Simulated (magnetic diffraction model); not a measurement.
# Magnetic neutron pattern of Sc₃Al₁₀V₂Fe₄

Space group P-1 (no. 2), a = 5.0160 Å, b = 6.4440 Å, c = 8.8232 Å, α = 87.37°, β = 74.47°, γ = 83.06°.

| site | atom | x | y | z |
| --- | --- | --- | --- | --- |
| 2i | Fe | 0.8736 | 0.8299 | 0.5777 |
| 2i | Fe | 0.7765 | 0.6626 | 0.1217 |
| 2i | V | 0.5162 | 0.9727 | 0.8337 |
| 2i | Sc | 0.8159 | 0.5192 | 0.4076 |
| 1a | Sc | 0 | 0 | 0 |
| 2i | Al | 0.9912 | 0.6983 | 0.8218 |
| 2i | Al | 0.6914 | 0.3475 | 0.9698 |
| 2i | Al | 0.3980 | 0.8181 | 0.4715 |
| 2i | Al | 0.9638 | 0.8832 | 0.2897 |
| 2i | Al | 0.5949 | 0.5409 | 0.7050 |

This is a made-up structure (elements placed in a structure type, unrelaxed), so the numbers test the method and describe no known phase.

Only Fe is taken to order (form factors of Fe2+); orders and moment sizes are assumed, and not adapted to the symmetry. Radiation: neutrons of λ = 2.0775 Å, 2° to 35°; isotropic B of 0.29 Å² (Fe), 0.24 Å² (V), 0.28 Å² (Sc) and 0.25 Å² (Al). The intensities are simulated: I ∝ L Σ (|F_N|² + |F_M⊥|²) for unpolarised neutrons, with F_M = 2.695 fm/μB × Σ f(s) S exp(2πi Q·r) exp(−B s²) at Q = H ± k (one set where k and −k are equivalent), only the part normal to Q counting and L = 1/(sin²θ cos θ). For a modulated order the moment at position r is S exp(−2πi k·r) + c.c., with S = m/2 for a sine wave of amplitude m and S = m(u + iv)/2 for moments turning in a plane, u and v being orthogonal unit vectors in it; the phase factor of the sum at Q = H + k is then exp(2πi H·r). Form factors are spin-only for 3d ions and dipole or tabulated for f ions, scattering lengths are Sears's of 1992, and absorption is left out. A label names one of the reflections at its angle. The strongest nuclear line in the range is 100, and lines under 0.2 are left out.

Assume the order k = (1/4 0 0), moments turning in the plane of [010] and [001], 1.15 μB on Fe; signs + at (0.8736, 0.8299, 0.5777), + at (0.1264, 0.1701, 0.4223), + at (0.7765, 0.6626, 0.1217), + at (0.2235, 0.3374, 0.8783).

Q: Where does magnetic intensity appear, and how strong is it?

```tsv
2θ (°)	index	nuclear	magnetic
6.20	(1/4 0 0)	0.0	77.6
14.04	(0 0 1)	30.6	0.0
18.67	(3/4 0 0)	0.0	1.5
18.69	(0 1 0)	39.1	0.0
22.54	(1/4 1 1)	0.0	0.2
23.29	(0 1 1)	15.2	0.0
23.62	(0 1 -1)	2.5	0.0
24.02	(1/4 -1 1)	0.0	0.6
24.85	(1/4 1 -1)	0.0	0.5
24.98	(3/4 1 0)	0.0	1.1
24.98	(1 0 0)	100.0	0.0
25.24	(1 0 1)	15.1	0.0
25.61	(-1/4 1 1)	0.0	0.2
26.01	(3/4 1 1)	0.0	0.7
26.29	(3/4 0 -1)	0.0	0.6
28.03	(3/4 -1 0)	0.0	1.8
28.29	(0 0 2)	47.8	0.0
29.56	(3/4 0 2)	0.0	1.5
29.60	(1 1 0)	3.3	0.0
29.69	(1 1 1)	0.8	0.0
31.38	(5/4 0 0)	0.0	0.4
31.94	(1 0 -1)	7.5	0.0
32.56	(1 0 2)	15.5	0.0
32.63	(1/4 1 2)	0.0	0.9
33.09	(1 -1 0)	58.4	0.0
33.90	(0 1 2)	32.4	0.0
33.93	(1/4 -1 2)	0.0	0.4
34.20	(5/4 1 1)	0.0	0.5
34.36	(0 1 -2)	4.8	0.0
34.83	(5/4 1 0)	0.0	0.6
```

The strongest magnetic line in the range is (1/4 0 0) at 6.20° (77.6). On top of the Lorentz factor, which all lines share, magnetic lines fade with angle because f falls: for Fe2+ it is 0.90, 0.68, 0.45 and 0.15 at sin θ/λ = 0.1, 0.2, 0.3 and 0.5 Å⁻¹, while nuclear lengths stay constant. The order has no net moment.

[Logs are printed without paths, hosts, clocks, repeated set-up lines and the standing remarks that a program may print on its own settings, such as how far it seeks lower states.]
